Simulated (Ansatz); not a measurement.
# Convergence of a linear-scaling basis for amorphous Si (169 atoms)

Wanted: errors and times of a linear-scaling basis for amorphous Si (169 atoms). A setting counts as converged where the r.m.s. difference of forces stays under 1 % of the r.m.s. force.

Program: Ansatz 0.2.0. Level of theory: Kohn-Sham DFT, PBE, PAW (set soft_2), plane waves. Results are calculated unless marked as measured.

Measured values to set the calculation against. Si-Si coordination number quoted from the high-resolution X-ray diffraction study of Laaziri et al (as quoted in “Relationship between diffraction peak, network topology, and amorphous-forming ability in silicon and silica”, 2021, PMC8590056): number of Si about Si 3.9.

### 1. Starting point

The cell holds 169 atoms: 169 Si. Its edges and angles: a = 15.165 Å, b = 15.165 Å, c = 15.165 Å, α = 90.0°, β = 90.0°, γ = 90.0°. 169 atoms (169 Si) placed at random at 2.26 g/cm³, melted at 2500 K for 20 ps at fixed volume with the modified Tersoff potential (Kumagai, Izumi, Hara and Sakai, Comput. Mater. Sci. 39, 457 (2007)). Quenched from 2500 K to 300 K at 20 K/ps and fixed volume, held 5 ps. The starting density is a measured one.

Before any run, some limits are plain. The quench rate of 20 K/ps is many orders above laboratory rates, so the cell is likely richer in defects and strain than a real sample. The network of bonds at the start is that of the classical potential that made the cell, and needn't be the one that DFT or experiment would give. Sampling is at Γ alone, for a cell whose shortest periodic width is 15 Å.

### 2. Plane-wave single point

This run is the reference for what follows, at a cutoff of 420 eV.

Contents of input.yaml:

```yaml
crystal:
  lattice:
    - [15.1647, 0.0, 0.0]
    - [0.0, 15.1647, 0.0]
    - [0.0, 0.0, 15.1647]
  atoms:
    - { symbol: Si, position: [0.96138, 0.88831, 0.32436] }
    - { symbol: Si, position: [0.33305, 0.9789, 0.30183] }
    - { symbol: Si, position: [0.1684, 0.52752, 0.68744] }
    - { symbol: Si, position: [0.72457, 0.7981, 0.50002] }
    - { symbol: Si, position: [0.42802, 0.61947, 0.8501] }
    - { symbol: Si, position: [0.49275, 0.37979, 0.9342] }
    - { symbol: Si, position: [0.60462, 0.02234, 0.47352] }
    - { symbol: Si, position: [0.52825, 0.45468, 0.36311] }
    - { symbol: Si, position: [0.25767, 0.87943, 0.64212] }
    - { symbol: Si, position: [0.18579, 0.27277, 0.02843] }
    - { symbol: Si, position: [0.89571, 0.51712, 0.04961] }
    - { symbol: Si, position: [0.60873, 0.68434, 0.69558] }
    - { symbol: Si, position: [0.73208, 0.3179, 0.4452] }
    - { symbol: Si, position: [0.14451, 0.12108, 0.31771] }
    - { symbol: Si, position: [0.9374, 0.66258, 0.10091] }
    - { symbol: Si, position: [0.85828, 0.52528, 0.70427] }
    - { symbol: Si, position: [0.34243, 0.17963, 0.41096] }
    - { symbol: Si, position: [0.35735, 0.02762, 0.44414] }
    - { symbol: Si, position: [0.03013, 0.34713, 0.583] }
    - { symbol: Si, position: [0.46623, 0.71885, 0.96478] }
    - { symbol: Si, position: [0.90785, 0.47629, 0.29687] }
    - { symbol: Si, position: [0.54792, 0.98567, 0.88105] }
    - { symbol: Si, position: [0.76585, 0.40888, 0.8797] }
    - { symbol: Si, position: [0.64274, 0.58689, 0.9924] }
    - { symbol: Si, position: [0.76066, 0.51949, 0.31749] }
    - { symbol: Si, position: [0.92612, 0.4724, 0.56424] }
    - { symbol: Si, position: [0.38182, 0.24483, 0.71625] }
    - { symbol: Si, position: [0.84242, 0.68951, 0.885] }
    - { symbol: Si, position: [0.14663, 0.87525, 0.44614] }
    - { symbol: Si, position: [0.17943, 0.1755, 0.8287] }
    - { symbol: Si, position: [0.99196, 0.88963, 0.47787] }
    - { symbol: Si, position: [0.59651, 0.7245, 0.54396] }
    [... 131 atom lines left out ...]
    - { symbol: Si, position: [0.31906, 0.06837, 0.17823] }
    - { symbol: Si, position: [0.72675, 0.95651, 0.25735] }
    - { symbol: Si, position: [0.79449, 0.15841, 0.79393] }
    - { symbol: Si, position: [0.21191, 0.94321, 0.78073] }
    - { symbol: Si, position: [0.59947, 0.12857, 0.3612] }
    - { symbol: Si, position: [0.36995, 0.27006, 0.56282] }
kpoints:
  mp_grid: { grid: [1, 1, 1] }
hamiltonian:
  xc: pbe
scf:
  occupations: { method: gaussian, width: 0.025 }
output:
  forces: true
  stress: true
  populations: true
  dos:
    method: { smearing: { sigma: 0.15 } }
    de: 0.1
    projected: { site_lists: { Si: [Si] } }
  eigenvalues: true
  write_density: true
  write_potential: true
  volumetric_format: npy
  elf: true
```

The run is started by

```
$ ansatz run input.yaml --threads 4 --pin off --max-ram 8192MiB --backend cpu --events-out ev --progress --plain --runs-dir out
```

Numbers of over 12 decimals in the logs are rounded to 6 here.

The log of the run:

```text
Engine: ansatz 0.2.0, aarch64-unknown-linux-gnu
Pseudopotentials: kind: paw
Pseudopotential: Si, paw, valence charge 4, recommended cutoff 420 eV (normal), Si.paw.azcp
[... 5 lines on functional and potentials left out ...]
Crystal: 169 atoms, lattice volume = 3487.398 Å³
Basis set: ecut = 420 eV, 68243 PW (Γ), exchange–correlation on 216×216×216 points (8 copies of the dense FFT grid, shifted against one another)
Bands: 507, of which v1, the nominal top of the filled ones, is band 338 counted from 1 (337 counted from 0)
Symmetry: 1 space group operations
Space group: P1 (ITA 1), of the structure as read, at distance tolerance 1.5e-4 Å
k-points: 1
[... 3 lines on functional and potentials left out ...]
Initial density: superposition of atomic densities (neutral atoms: chi_scale 0, normalization atom), corrected by the library's trained network
Initial wavefunctions: pseudopotential atomic-orbital guess
Functional: x = pbe(κ = 0.804, μ = 0.219515), c = pbe(β = 0.066725)
SCF iter   1: F=—  HF=-107401.875626 eV  |F-HF|=—  |Δ(HF+E_count)|=         —  Δρ=3.60e-3  dr2=1.79e0  ethr=1.77e-3  ⟨swp⟩=6.0  Hψ=2351  notcnv=0  defer=83
preconditioner: auto → Resta (q_TF=auto, 2.076 Å⁻¹)  ε∞=5.7  [insulator: Δε(μ)=0.077 eV  Ē_g=7.510 eV  σ=0.025 eV  W_gap=0.97  n_scr=514 (ndim 8)  ℏωp=16.3 eV  f_vac=0.005  D(μ)=8.47/eV (n_scr^D=18)  ε∞_Penn≈5.7]
SCF iter   2: F=—  HF=-107401.700670 eV  |F-HF|=—  |Δ(HF+E_count)|=   1.75e-1  Δρ=1.84e-3  dr2=2.62e-1  ethr=2.65e-4  ⟨swp⟩=2.0  Hψ=590  notcnv=0  defer=128
SCF iter   3: F=—  HF=-107401.675724 eV  |F-HF|=—  |Δ(HF+E_count)|=   2.49e-2  Δρ=5.09e-4  dr2=2.34e-2  ethr=3.88e-5  ⟨swp⟩=3.0  Hψ=667  notcnv=0  defer=160
SCF iter   4: F=—  HF=-107401.678831 eV  |F-HF|=—  |Δ(HF+E_count)|=   3.11e-3  Δρ=1.97e-4  dr2=5.89e-3  ethr=3.46e-6  ⟨swp⟩=3.0  Hψ=731  notcnv=0  defer=160
SCF iter   5: F=—  HF=-107401.680181 eV  |F-HF|=—  |Δ(HF+E_count)|=   1.35e-3  Δρ=7.55e-5  dr2=1.28e-3  ethr=8.71e-7  ⟨swp⟩=3.0  Hψ=699  notcnv=0  defer=160
SCF iter   6: F=—  HF=-107401.680564 eV  |F-HF|=—  |Δ(HF+E_count)|=   3.83e-4  Δρ=3.22e-5  dr2=2.19e-4  ethr=1.89e-7  ⟨swp⟩=3.0  Hψ=652  notcnv=0  defer=160
SCF iter   7: F=—  HF=-107401.680639 eV  |F-HF|=—  |Δ(HF+E_count)|=   7.49e-5  Δρ=1.35e-5  dr2=3.99e-5  ethr=3.24e-8  ⟨swp⟩=2.0  Hψ=527  notcnv=0  defer=160
SCF iter   8: F=—  HF=-107401.682185 eV  |F-HF|=—  |Δ(HF+E_count)|=   1.55e-3  Δρ=5.43e-6  dr2=5.37e-6  ethr=5.90e-9  ⟨swp⟩=2.0  Hψ=687  notcnv=0  defer=160
SCF iter   9: F=—  HF=-107401.682188 eV  |F-HF|=—  |Δ(HF+E_count)|=   2.92e-6  Δρ=1.97e-6  dr2=5.71e-7  ethr=7.95e-10  ⟨swp⟩=2.0  Hψ=560  notcnv=0  defer=160
SCF iter  10: F=-107401.682188 eV  HF=-107401.682188 eV  |F-HF|=3.58e-8  |Δ(HF+E_count)|=   5.11e-7  Δρ=7.08e-7  dr2=8.02e-8  ethr=1.48e-11  ⟨swp⟩=27.0  Hψ=4739  notcnv=0
SCF 1 converged in 10 iterations: F = -107401.682188 eV  dr2 = 8.02e-8
  greatest PAW one-centre occupation: 0.676 electrons in one spin orbital (limit 2), on the Si atom at site 88 (counted from 0), in its partial waves of l = 0
SCF converged after 10 iterations
Free energy (F): -107401.682188 eV
Harris-Foulkes:  -107401.682188 eV  (|F-HF|=3.58e-8)
Internal energy: -107401.674171 eV  (E = F + TS)
E sigma→0 (E₀):  -107401.678180 eV
Entropy (-TS):   -0.008017 eV (-0.047 meV/atom)
Fermi energy:    6.111358 eV
--- Per-component energies (eV) ---
  E_band       = 640.040582
  E_kinetic    = 6746.264901
  E_local      = -6108.974418  (includes V_loc(G=0)·N_el)
  E_nonlocal   = 4366.687226
  E_hartree    = 1944.987545
  E_xc         = -9298.448050
  E_vxc        = -7860.363549  (∫ρ·V_xc dr)
  E_paw        = -86633.131339  (= ΣΔE_a)
  E_vpaw       = -393.548605  (= ΣTr[D̂ρ^β])
  E_aug_tail   = 0.001079  (compensation charges beyond the density's cutoff)
  E_ewald      = -18419.061115
  E_smearing   = -0.008017  (= −TS)
  E_closure    = -0.000000  (closes the sum)
  Σ components = -107401.682188   (vs F -107401.682188, Δ=0.00e0)
--- Forces (eV/Å), atoms counted from 1 ---
  atom   1  Si    -0.57588469    -0.74644231    -0.04875802
  atom   2  Si     0.35831524    -0.81647809    -0.14075335
  atom   3  Si    -0.10750676    -0.46078993    -1.06136268
  atom   4  Si    -0.08375958     0.19395791    -0.07533534
  atom   5  Si    -0.47698791     0.10196742     0.29297265
  atom   6  Si    -0.21629864     0.33515325    -0.47222212
  atom   7  Si     0.64409653    -0.74458485     0.19521988
  atom   8  Si     0.45074344    -0.02627702     1.11645751
  atom   9  Si     0.06550832    -0.86733687     0.83149137
  atom  10  Si    -0.29887327    -0.05187209     0.11315886
  atom  11  Si     0.44407537     0.43749600    -0.20829067
  atom  12  Si     0.40572958     0.35259277    -0.18223990
  atom  13  Si     0.78120334    -0.02184561    -0.08376438
  atom  14  Si    -0.65197715     0.16715541     0.09740259
[...]
atom 168  Si    -0.17308440    -0.30456199    -0.33253197
  atom 169  Si     0.02062319     0.14491408    -0.74510083
  max |Σ_I F_I| component: 2.75e-5 eV/Å
--- Stress (GPa, compression-positive) ---
        0.110753       0.253259      -0.254892
        0.253259       0.169639       0.057393
       -0.254892       0.057393      -0.103144
  P = ⅓ Tr σ = 0.0591 GPa (0.591 kbar)
--- Band table (eV) ---
  k-point 0: bands = ["-6.2815", "-5.8822", "-5.8010", "-5.6449", [... 491 levels ...], "9.9767", "9.9906", "10.0015", "10.0208", "10.0303", "10.0688", "10.0973", "10.1063", "10.1132", "10.1469", "10.1595", "10.1888"]
--- Löwdin populations: 169 sites ---
  site symbol       q [e]
     0     Si      3.9385
     1     Si      3.9621
     2     Si      3.9874
[...]
168     Si      3.9742
  spilling = 0.011821 (of n_electrons = 676.000000)
```

Wall time 84 s (4 threads of Arm Neoverse V2, shared host); peak memory 4.5 GiB.

Reading the cycles: dr2 is the Hartree energy of the density residual (eV), the measure of convergence; HF is the Harris–Foulkes estimate of the energy, which meets the free energy F at convergence.

Read from the output:

| Item | Value |
| --- | --- |
| free energy | -107401.6822 eV |
| free energy per atom | -635.5129 eV/atom |
| SCF cycles | 10 |
| pressure | 0.05908 GPa |
| r.m.s. force component | 0.4557 eV/Å |
| longest force | 1.576 eV/Å |
| Fermi energy | 6.111 eV |
| levels partly filled by over 2 per cent | 2 |
| spilling of the projection | 0.01182 |

The r.m.s. force component of 0.46 eV/Å sets the scale for the differences below.

### 3. Support functions medium

The cell is solved in localised support functions.

This step: Kohn-Sham DFT, PBE, PAW (set soft_2), localised support functions (medium) (Ansatz 0.2.0).

input.yaml, the sections that differ from step 2:

```yaml
scf:
  occupations: { method: gaussian, width: 0.025 }
  eigensolver: { kind: { support_functions: { accuracy: medium } } }
  mixing: { beta: 0.4 }
  max_iter: 150
output:
  forces: true
  eigenvalues: true
# crystal, kpoints, hamiltonian: as in step 2
```

The log of the run:

```text
Warning: scf.eigensolver.kind.support_functions: disabling space-group detection — the functions' gradient is summed over unrotated k-points, so no spatial operation reduces the k-mesh or symmetrises the density; time reversal is kept, so that k and −k are solved as one point where they differ and the mesh holds both, and exact exchange and, on two spinor components, a DFT+U term hold to it where the run has them: [...]
settings of this run that can trade accuracy for cost: scf.eigensolver.kind.support_functions [...]
[...]
Crystal: 169 atoms, lattice volume = 3487.398 Å³
Basis set: ecut = 420 eV, 68243 PW (Γ), exchange–correlation on 216×216×216 points (8 copies of the dense FFT grid, shifted against one another)
Bands: 406, of which v1, the nominal top of the filled ones, is band 338 counted from 1 (337 counted from 0)
Symmetry: 1 space group operations
k-points: 1
[...]
SCF iter   1: F=—  HF=-107368.784855 eV  |F-HF|=—  |Δ(HF+E_count)|=         —  Δρ=3.56e-2  dr2=5.37e1  ethr=1.00e-1
[...]
SCF iter  12: F=—  HF=-107401.672360 eV  |F-HF|=—  |Δ(HF+E_count)|=   3.59e-3  Δρ=7.80e-6  dr2=5.33e-6  ethr=4.98e-9  κ⁻¹=1.4e-6(r=7)
SCF iter  13: F=-107401.672364 eV  HF=-107401.672362 eV  |F-HF|=2.08e-6  |Δ(HF+E_count)|=   2.56e-6  Δρ=5.15e-6  dr2=2.22e-6  ethr=7.88e-10
SCF 1 converged in 13 iterations: F = -107401.739402 eV  dr2 = 2.22e-6
[...]
SCF converged after 13 iterations
Stability not checked: this state was not tested for a lower state beside it, because the mixer in use, unlike msr1, does not test its closes by its own steps (another_mixer; see scf.mixing.algorithm and scf.lower_state_search)
Free energy (F): -107401.739402 eV
[...]
Internal energy: -107401.731790 eV  (E = F + TS)
E sigma→0 (E₀):  -107401.735596 eV
Entropy (-TS):   -0.007612 eV (-0.045 meV/atom)
Fermi energy:    6.112192 eV
[...]
Σ components = -107401.739402   (vs F -107401.739402, Δ=0.00e0)
--- Forces (eV/Å), atoms counted from 1 ---
  atom   1  Si    -0.57595114    -0.74669991    -0.04845053
  atom   2  Si     0.35828086    -0.81599414    -0.14045141
  atom   3  Si    -0.10848965    -0.46139250    -1.06135222
  atom   4  Si    -0.08325210     0.19317509    -0.07575684
[...]
atom 169  Si     0.02025967     0.14489770    -0.74495611
  max |Σ_I F_I| component: 7.43e-3 eV/Å
--- Band table (eV) ---
[...]
```

Run time: 76 s. Hardware: 4 threads; peak memory 3.8 GiB.

The program notes that the band table was not solved further than the SCF left it and it switched symmetry off.

Keys that differ from the reference: support_functions.accuracy = "medium", scf.max_iter = 150 and scf.mixing.beta = 0.4.

Forces differ from the reference by 0.36 meV/Å r.m.s., 0.080 % of their size, well within a tolerance of 1 %; the energy by -0.34 meV/atom. The two runs also began from different starting densities, which bears on cycles and time.

### 4. Support functions low

With localised support functions most steps grow linearly with size, though the diagonalisation grows faster unless the density matrix is cut; this run measures error and cost at this size.

This step: Kohn-Sham DFT, PBE, PAW (set soft_2), localised support functions (low) (Ansatz 0.2.0).

input.yaml, the sections that differ from step 3:

```yaml
scf:
  occupations: { method: gaussian, width: 0.025 }
  eigensolver: { kind: { support_functions: { accuracy: low } } }
  mixing: { beta: 0.4 }
  max_iter: 150
# crystal, kpoints, hamiltonian, output: as in step 3
```

The log of the run:

```text
[...]
Crystal: 169 atoms, lattice volume = 3487.398 Å³
Basis set: ecut = 420 eV, 68243 PW (Γ), exchange–correlation on 216×216×216 points (8 copies of the dense FFT grid, shifted against one another)
Bands: 406, of which v1, the nominal top of the filled ones, is band 338 counted from 1 (337 counted from 0)
Symmetry: 1 space group operations
k-points: 1
[...]
SCF iter   1: F=—  HF=-107368.784855 eV  |F-HF|=—  |Δ(HF+E_count)|=         —  Δρ=3.56e-2  dr2=5.37e1  ethr=1.00e-1
[...]
SCF iter  10: F=—  HF=-107401.664358 eV  |F-HF|=—  |Δ(HF+E_count)|=   5.88e-3  Δρ=3.73e-5  dr2=1.06e-4  ethr=6.85e-8  κ⁻¹=2.7e-7(r=7)
SCF iter  11: F=-107401.668806 eV  HF=-107401.668766 eV  |F-HF|=3.96e-5  |Δ(HF+E_count)|=   4.41e-3  Δρ=2.29e-5  dr2=3.37e-5  ethr=1.56e-8
SCF 1 converged in 11 iterations: F = -107401.739380 eV  dr2 = 3.37e-5
[...]
SCF converged after 11 iterations
[...]
Free energy (F): -107401.739380 eV
[...]
Internal energy: -107401.731773 eV  (E = F + TS)
E sigma→0 (E₀):  -107401.735577 eV
Entropy (-TS):   -0.007607 eV (-0.045 meV/atom)
Fermi energy:    6.112437 eV
[...]
Σ components = -107401.739380   (vs F -107401.739380, Δ=0.00e0)
--- Forces (eV/Å), atoms counted from 1 ---
  atom   1  Si    -0.57601916    -0.74674314    -0.04848851
  atom   2  Si     0.35847209    -0.81606583    -0.14035050
  atom   3  Si    -0.10850410    -0.46112983    -1.06140355
  atom   4  Si    -0.08333827     0.19325065    -0.07580860
[...]
atom 169  Si     0.02017004     0.14480409    -0.74501405
  max |Σ_I F_I| component: 7.65e-3 eV/Å
--- Band table (eV) ---
[...]
```

Wall time 71 s (4 threads); peak memory 3.8 GiB; 4.6 min of CPU time.

Keys that differ from the reference: support_functions.accuracy = "low", scf.max_iter = 150 and scf.mixing.beta = 0.4.

Forces differ from the reference by 0.37 meV/Å r.m.s., 0.081 % of their size, well within a tolerance of 1 %; the energy by -0.34 meV/atom. The two runs also began from different starting densities, which bears on cycles and time.

### 5. Support functions high

The cell is solved in localised support functions.

This step: Kohn-Sham DFT, PBE, PAW (set soft_2), localised support functions (high) (Ansatz 0.2.0).

input.yaml, the sections that differ from step 4:

```yaml
scf:
  occupations: { method: gaussian, width: 0.025 }
  eigensolver: { kind: { support_functions: { accuracy: high } } }
  mixing: { beta: 0.4 }
  max_iter: 150
# crystal, kpoints, hamiltonian, output: as in step 4
```

The log of the run:

```text
[...]
Crystal: 169 atoms, lattice volume = 3487.398 Å³
Basis set: ecut = 420 eV, 68243 PW (Γ), exchange–correlation on 216×216×216 points (8 copies of the dense FFT grid, shifted against one another)
Bands: 406, of which v1, the nominal top of the filled ones, is band 338 counted from 1 (337 counted from 0)
Symmetry: 1 space group operations
k-points: 1
[...]
SCF iter   1: F=—  HF=-107372.840390 eV  |F-HF|=—  |Δ(HF+E_count)|=         —  Δρ=3.55e-2  dr2=5.38e1  ethr=1.00e-1
[...]
SCF iter  16: F=—  HF=-107401.723235 eV  |F-HF|=—  |Δ(HF+E_count)|=   1.90e-4  Δρ=7.19e-7  dr2=3.18e-8  ethr=1.56e-11  κ⁻¹=5.9e-6(r=7)
SCF iter  17: F=-107401.723404 eV  HF=-107401.723404 eV  |F-HF|=5.49e-9  |Δ(HF+E_count)|=   1.69e-4  Δρ=4.06e-7  dr2=1.02e-8  ethr=4.70e-12
SCF 1 converged in 17 iterations: F = -107401.727973 eV  dr2 = 1.02e-8
[...]
SCF converged after 17 iterations
[...]
Free energy (F): -107401.727973 eV
[...]
Internal energy: -107401.719987 eV  (E = F + TS)
E sigma→0 (E₀):  -107401.723980 eV
Entropy (-TS):   -0.007986 eV (-0.047 meV/atom)
Fermi energy:    6.111337 eV
[...]
Σ components = -107401.727973   (vs F -107401.727973, Δ=0.00e0)
--- Forces (eV/Å), atoms counted from 1 ---
  atom   1  Si    -0.57586086    -0.74642920    -0.04868170
  atom   2  Si     0.35829378    -0.81642348    -0.14076685
  atom   3  Si    -0.10760004    -0.46083897    -1.06122420
  atom   4  Si    -0.08377636     0.19379552    -0.07535660
[...]
atom 169  Si     0.02048821     0.14496016    -0.74504330
  max |Σ_I F_I| component: 2.80e-4 eV/Å
--- Band table (eV) ---
[...]
```

The job ended after 5.2 min (4 threads; peak memory 6.4 GiB; 21 min of CPU time).

Keys that differ from the reference: support_functions.accuracy = "high", scf.max_iter = 150 and scf.mixing.beta = 0.4.

Forces differ from the reference by 0.093 meV/Å r.m.s., 0.020 % of their size, well within a tolerance of 1 %; the energy by -0.27 meV/atom. It took 5.2 min and 17 cycles; the reference's time can't be set against it, since the two runs asked for unlike analyses. The two runs also began from different starting densities, which bears on cycles and time.

(Part 1 of 3 ends here.)

[Logs are printed without paths, hosts, clocks, repeated set-up lines and the standing remarks that a program may print on its own settings, such as how far it seeks lower states.]

[Hosts, paths, dates, database ids (printed as entryN), source tags and the programs' standing remarks are cut or masked in the printed files.]
